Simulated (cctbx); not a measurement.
# Absolute structure of Zr6V3Ni3C2

Space group Imm2 (no. 44), a = 8.3840 Å, b = 8.5130 Å, c = 12.3060 Å, α = 90.00°, β = 90.00°, γ = 90.00°.

| atom | mult. | x | y | z | Ueq (Å²) |
| --- | --- | --- | --- | --- | --- |
| Zr1 | 8 | 0.3089 | 0.1860 | 0.3741 | 0.0041 |
| Zr2 | 2 | 1/2 | 0 | 0.1846 | 0.0147 |
| Zr3 | 2 | 0 | 1/2 | 0.0622 | 0.0064 |
| Zr4 | 8 | 0.1872 | 0.8099 | 0.1246 | 0.0090 |
| Zr5 | 2 | 0 | 0 | 0.3137 | 0.0059 |
| Zr6 | 2 | 1/2 | 1/2 | 0.4382 | 0.0069 |
| Ni1 | 4 | 0.1597 | 1/2 | 0.4542 | 0.0052 |
| Ni2 | 4 | 0 | 0.6591 | 0.2989 | 0.0077 |
| Ni3 | 4 | 0.3443 | 1/2 | 0.0464 | 0.0088 |
| V1 | 4 | 1/2 | 0.3419 | 0.2013 | 0.0063 |
| V2 | 4 | 0.7695 | 1/2 | 0.2547 | 0.0088 |
| V3 | 4 | 0 | 0.2533 | 0.4943 | 0.0059 |
| C1 | 4 | 0.2552 | 0 | 0.2522 | 0.0117 |
| C2 | 4 | 0 | 0.2492 | 0.0067 | 0.0160 |

The model is made up (kin elements in a known structure type, no relaxation), so it says nothing on whether the phase exists.

Data sets are simulated with cctbx and refined with Bijvoet mates kept apart; Flack x is then fitted as the share of an inverted twin with the atoms fixed, Hooft y from the Bijvoet differences. The group is acentric but holds improper operations, so there is an absolute structure (orientation) and no hand.

Untwinned crystal. What Flack and Hooft values should come out?

| λ (Å) | extinction (unmodelled) | d min (Å) | top counts | error (%) | model | R1 | Flack x | s.u. | Hooft y | s.u. | pairs |
| --- | --- | --- | --- | --- | --- | --- | --- | --- | --- | --- | --- |
| 0.71073 | 0.1 | 0.77 | 40000 | 1.5 | as given | 0.0087 | -0.014 | 0.011 | -0.004 | 0.015 | 537 |
| 0.71073 | 0.1 | 0.77 | 40000 | 1.5 | inverted | 0.0182 | 0.985 | 0.014 | 1.025 | 0.016 | 537 |
| 1.54184 | 0 | 0.83 | 5000 | 1.5 | as given | 0.0173 | -0.017 | 0.015 | 0.002 | 0.017 | 436 |

With Mo Kα, x is within 3 s.u. of 0, so the absolute structure is right. With Cu Kα, x is within 3 s.u. of 0, so the absolute structure is right. Inverting the model turns x into about 1 − x.
